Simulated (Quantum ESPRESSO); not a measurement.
# MnS: which magnetic order is lowest

Aim: find out which collinear order of MnS costs least.

Method: PBEsol; plane waves with GBRV 1.5 PBEsol potentials, no spin-orbit coupling, in Quantum ESPRESSO 7.5.

The database entry behind the starting cell differs from later determinations by our own check (an axis about 0.2 % short against later determinations), so it need not match the best structure at ambient conditions.

### 1. The starting structure

It takes space group Fm-3m (No. 225, cubic). Conventional cell: a = 5.209 Å, b = 5.209 Å, c = 5.209 Å, α = 90.00°, β = 90.00°, γ = 90.00°. Nearest to Mn lie 6 S at 2.60 Å. Nearest to S lie 6 Mn at 2.60 Å. Farther neighbours and most contacts between anions are not listed.

The cell comes from the Crystallography Open Database.

### 2. Run 1 (ferro +)

The signs are those of the starting moments on the seeded atoms, the atoms that are given a moment.

Input file pw.in:

```
&CONTROL
  calculation = 'scf'
  prefix = 'pwscf'
  outdir = './tmp'
  pseudo_dir = './pseudo'
  disk_io = 'nowf'
/
&SYSTEM
  ibrav = 0
  celldm(1) = 8
  nat = 2
  ntyp = 2
  ecutwfc = 40
  ecutrho = 280
  nbnd = 19
  occupations = 'smearing'
  smearing = 'fd'
  degauss = 0.00367493
  nspin = 2
  starting_magnetization(1) = 0.3
  starting_magnetization(2) = 0
/
&ELECTRONS
  conv_thr = 4d-09
  electron_maxstep = 150
  mixing_beta = 0.3
/
ATOMIC_SPECIES
Mn     54.9380 mn_pbesol_v1.5.uspp.F.UPF
S      32.0600 s_pbesol_v1.4.uspp.F.UPF
CELL_PARAMETERS alat
   0.0000000000000    0.6152239614485    0.6152239614485
   0.6152239614485    0.0000000000000    0.6152239614485
   0.6152239614485    0.6152239614485    0.0000000000000
ATOMIC_POSITIONS crystal
Mn      0.0000000000    0.0000000000    0.0000000000
S       0.5000000000    0.5000000000    0.5000000000
K_POINTS automatic
6 6 6 0 0 0
```

Launch:

```sh
$ OMP_NUM_THREADS=1 mpirun -n 4 pw.x -nk 4 -in pw.in > pw.out
```

The program printed:

```text
Program PWSCF v.7.5 starts

     Message from routine setup:
     using ibrav=0 with symmetry is DISCOURAGED, use correct ibrav instead

     K-points division:     npool     =       4
     Subspace diagonalization in iterative solution of the eigenvalue problem:

     G-vector sticks info
     --------------------
     sticks:   dense  smooth     PW     G-vecs:    dense   smooth      PW
     Sum         931     535    163                18883     8099    1459

     Using Slab Decomposition

     bravais-lattice index     =            0
     lattice parameter (alat)  =       8.0000  a.u.
     unit-cell volume          =     238.4513 (a.u.)^3
     number of atoms/cell      =            2
     number of atomic types    =            2
     number of electrons       =        21.00
     number of Kohn-Sham states=           19
     kinetic-energy cutoff     =      40.0000  Ry
     charge density cutoff     =     280.0000  Ry
     scf convergence threshold =      4.0E-09
     mixing beta               =       0.3000
     number of iterations used =            8  plain     mixing
     Exchange-correlation= SLA  PW   PSX  PSC
                           (   1   4  10   8   0   0   0)

     celldm(1)=   8.000000  celldm(2)=   0.000000  celldm(3)=   0.000000
     celldm(4)=   0.000000  celldm(5)=   0.000000  celldm(6)=   0.000000

     crystal axes: (cart. coord. in units of alat)
               a(1) = (   0.000000   0.615224   0.615224 )
               a(2) = (   0.615224   0.000000   0.615224 )
               a(3) = (   0.615224   0.615224   0.000000 )

     reciprocal axes: (cart. coord. in units 2 pi/alat)
               b(1) = ( -0.812712  0.812712  0.812712 )
               b(2) = (  0.812712 -0.812712  0.812712 )
               b(3) = (  0.812712  0.812712 -0.812712 )

     PseudoPot. # 1 for Mn read from file:
     mn_pbesol_v1.5.uspp.F.UPF
     Pseudo is Ultrasoft + core correction, Zval = 15.0
     Generated by new atomic code, or converted to UPF format
     Using radial grid of  859 points,  6 beta functions with:
                l(1) =   0
                l(2) =   0
                l(3) =   1
                l(4) =   1
                l(5) =   2
                l(6) =   2
     Q(r) pseudized with  8 coefficients,  rinner =    0.950   0.950   0.950
                                                       0.950   0.950

     PseudoPot. # 2 for S  read from file:
     s_pbesol_v1.4.uspp.F.UPF
     Pseudo is Ultrasoft + core correction, Zval =  6.0
     Generated by new atomic code, or converted to UPF format
     Using radial grid of  907 points,  6 beta functions with:
                l(1) =   0
                l(2) =   0
                l(3) =   1
                l(4) =   1
                l(5) =   2
                l(6) =   2
     Q(r) pseudized with  8 coefficients,  rinner =    1.300   1.300   1.300
                                                       1.300   1.300

     atomic species   valence    mass     pseudopotential
     Mn               15.00    54.93800     Mn( 1.00)
     S                 6.00    32.06000     S ( 1.00)

     Starting magnetic structure
     atomic species   magnetization
     Mn              0.300
     S               0.000

     48 Sym. Ops., with inversion, found

   Cartesian axes

     site n.     atom                  positions (alat units)
         1        Mn     tau(   1) = (   0.0000000   0.0000000   0.0000000  )
         2        S      tau(   2) = (   0.6152240   0.6152240   0.6152240  )

     number of k points=    16  Fermi-Dirac smearing, width (Ry)=  0.0037
                       cart. coord. in units 2pi/alat
        k(    1) = (   0.0000000   0.0000000   0.0000000), wk =   0.0046296
        k(    2) = (   0.1354520   0.1354520  -0.1354520), wk =   0.0370370
        k(    3) = (   0.2709041   0.2709041  -0.2709041), wk =   0.0370370
        k(    4) = (  -0.4063561  -0.4063561   0.4063561), wk =   0.0185185
        k(    5) = (   0.2709041  -0.0000000   0.0000000), wk =   0.0277778
        [... 11 further k-points ...]

     Dense  grid:    18883 G-vectors     FFT dimensions: (  40,  40,  40)

     Smooth grid:     8099 G-vectors     FFT dimensions: (  30,  30,  30)

     Check: negative core charge=   -0.000037
     Generating pointlists ...
     new r_m :   0.2538 (alat units)  2.0302 (a.u.) for type    1
     new r_m :   0.2538 (alat units)  2.0302 (a.u.) for type    2

     Initial potential from superposition of free atoms

     starting charge      20.4999, renormalised to      21.0000
     Starting wfcs are   17 randomized atomic wfcs +    2 random wfcs

     Self-consistent Calculation

     iteration #  1     ecut=    40.00 Ry     beta= 0.30
     Davidson diagonalization with overlap
     ethr =  1.00E-02,  avg # of iterations =  6.2

     total energy              =    -234.98152884 Ry
     estimated scf accuracy    <       0.67806347 Ry

     total magnetization       =     4.55 Bohr mag/cell
     absolute magnetization    =     4.55 Bohr mag/cell

     iteration #  2     ecut=    40.00 Ry     beta= 0.30
     Davidson diagonalization with overlap
     ethr =  3.23E-03,  avg # of iterations =  1.7

     total energy              =    -235.13722233 Ry
     estimated scf accuracy    <       0.04935919 Ry

     total magnetization       =     4.47 Bohr mag/cell
     absolute magnetization    =     4.47 Bohr mag/cell

     iteration #  3     ecut=    40.00 Ry     beta= 0.30
     Davidson diagonalization with overlap
     ethr =  2.35E-04,  avg # of iterations =  2.6

     total energy              =    -235.14851072 Ry
     estimated scf accuracy    <       0.00764314 Ry

     total magnetization       =     4.62 Bohr mag/cell
     absolute magnetization    =     4.62 Bohr mag/cell

     [... further iterations left out ...]

     iteration #  7     ecut=    40.00 Ry     beta= 0.30
     Davidson diagonalization with overlap
     ethr =  2.34E-08,  avg # of iterations =  1.8

     negative rho (up, down):  0.000E+00 3.020E-04

     total energy              =    -235.15056134 Ry
     estimated scf accuracy    <       0.00000051 Ry

     total magnetization       =     4.65 Bohr mag/cell
     absolute magnetization    =     4.65 Bohr mag/cell

     iteration #  8     ecut=    40.00 Ry     beta= 0.30
     Davidson diagonalization with overlap
     ethr =  2.42E-09,  avg # of iterations =  2.3

     negative rho (up, down):  0.000E+00 3.017E-04

     total energy              =    -235.15056158 Ry
     estimated scf accuracy    <       0.00000009 Ry

     total magnetization       =     4.65 Bohr mag/cell
     absolute magnetization    =     4.65 Bohr mag/cell

     iteration #  9     ecut=    40.00 Ry     beta= 0.30
     Davidson diagonalization with overlap
     ethr =  4.18E-10,  avg # of iterations =  2.2

     negative rho (up, down):  0.000E+00 3.017E-04

     total energy              =    -235.15056164 Ry
     estimated scf accuracy    <       0.00000002 Ry

     total magnetization       =     4.65 Bohr mag/cell
     absolute magnetization    =     4.65 Bohr mag/cell

     iteration # 10     ecut=    40.00 Ry     beta= 0.30
     Davidson diagonalization with overlap
     ethr =  7.88E-11,  avg # of iterations =  2.2

     negative rho (up, down):  0.000E+00 3.016E-04

     Magnetic moment per site  (integrated on atomic sphere of radius R)
     atom   1 (R=0.254)  charge= 13.1947  magn=  4.1663
     atom   2 (R=0.254)  charge=  4.6299  magn=  0.1316

     End of self-consistent calculation

     [... lines left out ...]
     the Fermi energy is    10.2062 ev

!    total energy              =    -235.15056166 Ry
     estimated scf accuracy    <          2.1E-09 Ry
     smearing contrib. (-TS)   =      -0.00043518 Ry
     internal energy E=F+TS    =    -235.15012649 Ry

     The total energy is F=E-TS. E is the sum of the following terms:
     one-electron contribution =    -132.77715662 Ry
     hartree contribution      =      73.92425291 Ry
     xc contribution           =     -34.80394067 Ry
     ewald contribution        =    -141.49328211 Ry

     total magnetization       =     4.65 Bohr mag/cell
     absolute magnetization    =     4.65 Bohr mag/cell

     convergence has been achieved in  10 iterations

=------------------------------------------------------------------------------=
   JOB DONE.
=------------------------------------------------------------------------------=
```

Wall time 4 s (4 MPI ranks of AMD EPYC 9R14 (Zen 4), shared host); peak memory 0.3 GiB; 15 s of CPU time.

Spin moment in the atom's sphere by atom:

```csv
atom,spin moment in the atom's sphere (μB)
Mn1,4.17
S2,0.13
```

This step gave:

| Property | Result |
| --- | --- |
| smearing term TS | 0.005921 eV |
| magnetization | 4.647 μB |
| absolute magnetization | 4.647 μB |
| final state | ferromagnetic |

### 3. Start 2: antiferro q=(0,1/2,1/2) +−

The cell is doubled to 4 atoms to hold this order. The wavevector q is in fractions of the reciprocal vectors of the crystal's primitive cell, as the cells of these inputs are built from it; moments change sign between cells as cos(2π q·R).

Input file pw.in:

```
&CONTROL
  calculation = 'scf'
  prefix = 'pwscf'
  outdir = './tmp'
  pseudo_dir = './pseudo'
  disk_io = 'nowf'
/
&SYSTEM
  ibrav = 0
  celldm(1) = 8
  nat = 4
  ntyp = 3
  ecutwfc = 40
  ecutrho = 280
  nbnd = 30
  occupations = 'smearing'
  smearing = 'fd'
  degauss = 0.00367493
  nspin = 2
  starting_magnetization(1) = 0.3
  starting_magnetization(2) = -0.3
  starting_magnetization(3) = 0
/
&ELECTRONS
  conv_thr = 8d-09
  electron_maxstep = 150
  mixing_beta = 0.3
/
ATOMIC_SPECIES
Mn1    54.9380 mn_pbesol_v1.5.uspp.F.UPF
Mn2    54.9380 mn_pbesol_v1.5.uspp.F.UPF
S      32.0600 s_pbesol_v1.4.uspp.F.UPF
CELL_PARAMETERS alat
   0.0000000000000    0.6152239614485    0.6152239614485
   1.2304479228970    0.0000000000000    1.2304479228970
   1.2304479228970    0.6152239614485    0.6152239614485
ATOMIC_POSITIONS crystal
Mn1     0.0000000000    0.0000000000    0.0000000000
Mn2     0.0000000000    0.5000000000    0.0000000000
S       0.5000000000    0.0000000000    0.5000000000
S       0.5000000000    0.5000000000    0.5000000000
K_POINTS automatic
6 3 6 0 0 0
```

The program printed:

```text
[banner, memory and clock lines left out]
Program PWSCF v.7.5 starts

     Message from routine setup:
     using ibrav=0 with symmetry is DISCOURAGED, use correct ibrav instead

     bravais-lattice index     =            0
     lattice parameter (alat)  =       8.0000  a.u.
     unit-cell volume          =     476.9026 (a.u.)^3
     number of atoms/cell      =            4
     number of atomic types    =            3
     number of electrons       =        42.00
     number of Kohn-Sham states=           30
     kinetic-energy cutoff     =      40.0000  Ry
     charge density cutoff     =     280.0000  Ry
     scf convergence threshold =      8.0E-09
     mixing beta               =       0.3000
     number of iterations used =            8  plain     mixing
     Exchange-correlation= SLA  PW   PSX  PSC
                           (   1   4  10   8   0   0   0)

     celldm(1)=   8.000000  celldm(2)=   0.000000  celldm(3)=   0.000000
     celldm(4)=   0.000000  celldm(5)=   0.000000  celldm(6)=   0.000000

     crystal axes: (cart. coord. in units of alat)
               a(1) = (   0.000000   0.615224   0.615224 )
               a(2) = (   1.230448   0.000000   1.230448 )
               a(3) = (   1.230448   0.615224   0.615224 )

     reciprocal axes: (cart. coord. in units 2 pi/alat)
               b(1) = ( -0.812712  0.812712  0.812712 )
               b(2) = ( -0.000000 -0.812712  0.812712 )
               b(3) = (  0.812712  0.812712 -0.812712 )

     PseudoPot. # 1 for Mn read from file:
     mn_pbesol_v1.5.uspp.F.UPF
     Pseudo is Ultrasoft + core correction, Zval = 15.0

     PseudoPot. # 2 for Mn read from file:
     mn_pbesol_v1.5.uspp.F.UPF
     Pseudo is Ultrasoft + core correction, Zval = 15.0

     PseudoPot. # 3 for S  read from file:
     s_pbesol_v1.4.uspp.F.UPF
     Pseudo is Ultrasoft + core correction, Zval =  6.0

     atomic species   valence    mass     pseudopotential
     Mn1              15.00    54.93800     Mn( 1.00)
     Mn2              15.00    54.93800     Mn( 1.00)
     S                 6.00    32.06000     S ( 1.00)

     Starting magnetic structure
     atomic species   magnetization
     Mn1             0.300
     Mn2            -0.300
     S               0.000

     16 Sym. Ops., with inversion, found

   Cartesian axes

     site n.     atom                  positions (alat units)
         1        Mn1    tau(   1) = (   0.0000000   0.0000000   0.0000000  )
         2        Mn2    tau(   2) = (   0.6152240   0.0000000   0.6152240  )
         3        S      tau(   3) = (   0.6152240   0.6152240   0.6152240  )
         4        S      tau(   4) = (   1.2304479   0.6152240   1.2304479  )

     number of k points=    20  Fermi-Dirac smearing, width (Ry)=  0.0037
                       cart. coord. in units 2pi/alat
        k(    1) = (   0.0000000   0.0000000   0.0000000), wk =   0.0092593
        k(    2) = (   0.1354520   0.1354520  -0.1354520), wk =   0.0740741
        k(    3) = (   0.2709041   0.2709041  -0.2709041), wk =   0.0740741
        k(    4) = (  -0.4063561  -0.4063561   0.4063561), wk =   0.0185185
        k(    5) = (  -0.0000000  -0.2709041   0.2709041), wk =   0.0370370
        [... 15 further k-points ...]

     Dense  grid:    37729 G-vectors     FFT dimensions: (  40,  75,  72)

     Smooth grid:    16243 G-vectors     FFT dimensions: (  30,  60,  50)

     Check: negative core charge=   -0.000037
     Generating pointlists ...
     new r_m :   0.2538 (alat units)  2.0302 (a.u.) for type    1
     new r_m :   0.2538 (alat units)  2.0302 (a.u.) for type    2
     new r_m :   0.2538 (alat units)  2.0302 (a.u.) for type    3

     Initial potential from superposition of free atoms

     starting charge      40.9998, renormalised to      42.0000
     Starting wfcs are   34 randomized atomic wfcs

     Self-consistent Calculation

     iteration #  1     ecut=    40.00 Ry     beta= 0.30
     Davidson diagonalization with overlap
     ethr =  1.00E-02,  avg # of iterations =  4.2

     total energy              =    -469.99437804 Ry
     estimated scf accuracy    <       1.29074555 Ry

     total magnetization       =    -0.00 Bohr mag/cell
     absolute magnetization    =     8.76 Bohr mag/cell

     iteration #  2     ecut=    40.00 Ry     beta= 0.30
     Davidson diagonalization with overlap
     ethr =  3.07E-03,  avg # of iterations =  2.6

     total energy              =    -470.28456024 Ry
     estimated scf accuracy    <       0.05583991 Ry

     total magnetization       =    -0.01 Bohr mag/cell
     absolute magnetization    =     8.80 Bohr mag/cell

     [... further iterations left out ...]

     iteration # 11     ecut=    40.00 Ry     beta= 0.30
     Davidson diagonalization with overlap
     ethr =  4.23E-10,  avg # of iterations =  2.0

     negative rho (up, down):  0.000E+00 1.802E-04

     total energy              =    -470.30348653 Ry
     estimated scf accuracy    <       0.00000001 Ry

     total magnetization       =    -0.00 Bohr mag/cell
     absolute magnetization    =     9.05 Bohr mag/cell

     iteration # 12     ecut=    40.00 Ry     beta= 0.30
     Davidson diagonalization with overlap
     ethr =  3.56E-11,  avg # of iterations =  2.6

     negative rho (up, down):  0.000E+00 1.802E-04

     Magnetic moment per site  (integrated on atomic sphere of radius R)
     atom   1 (R=0.254)  charge= 13.1924  magn=  4.1571
     atom   2 (R=0.254)  charge= 13.1924  magn= -4.1571
     atom   3 (R=0.254)  charge=  4.6350  magn= -0.0538
     atom   4 (R=0.254)  charge=  4.6351  magn=  0.0538

     End of self-consistent calculation

     [... lines left out ...]
     the Fermi energy is    10.3776 ev

!    total energy              =    -470.30348655 Ry
     estimated scf accuracy    <          3.6E-09 Ry
     smearing contrib. (-TS)   =      -0.00105751 Ry
     internal energy E=F+TS    =    -470.30242904 Ry

     The total energy is F=E-TS. E is the sum of the following terms:
     one-electron contribution =    -265.55107352 Ry
     hartree contribution      =     147.84844608 Ry
     xc contribution           =     -69.61323738 Ry
     ewald contribution        =    -282.98656422 Ry

     total magnetization       =    -0.00 Bohr mag/cell
     absolute magnetization    =     9.05 Bohr mag/cell

     convergence has been achieved in  12 iterations
```

Wall time 18 s (4 MPI ranks); peak memory 0.59 GiB.

Spin moment in the atom's sphere by atom:

```csv
atom,spin moment in the atom's sphere (μB)
Mn1,4.16
Mn2,-4.16
S3,-0.05
S4,0.05
```

Numbers from this step:

| Quantity | Value |
| --- | --- |
| smearing term TS | 0.01439 eV |
| magnetization | 0 μB |
| absolute magnetization | 9.053 μB |
| final state | antiferromagnetic |

[end of part 1 of 2]

[Logs and program files are shortened in this print: banners, set-up blocks, solver, clock and traceback lines can be left out without a mark of their own.]

[Logs are printed without paths, hosts, clocks, repeated set-up lines and the standing remarks that a program may print on its own settings, such as how far it seeks lower states.]

[Hosts, paths, dates, database ids (printed as entryN), source tags and the programs' standing remarks are cut or masked in the printed files.]

[Where a cell is said to come from a database of computed structures, the database is the Materials Project.]
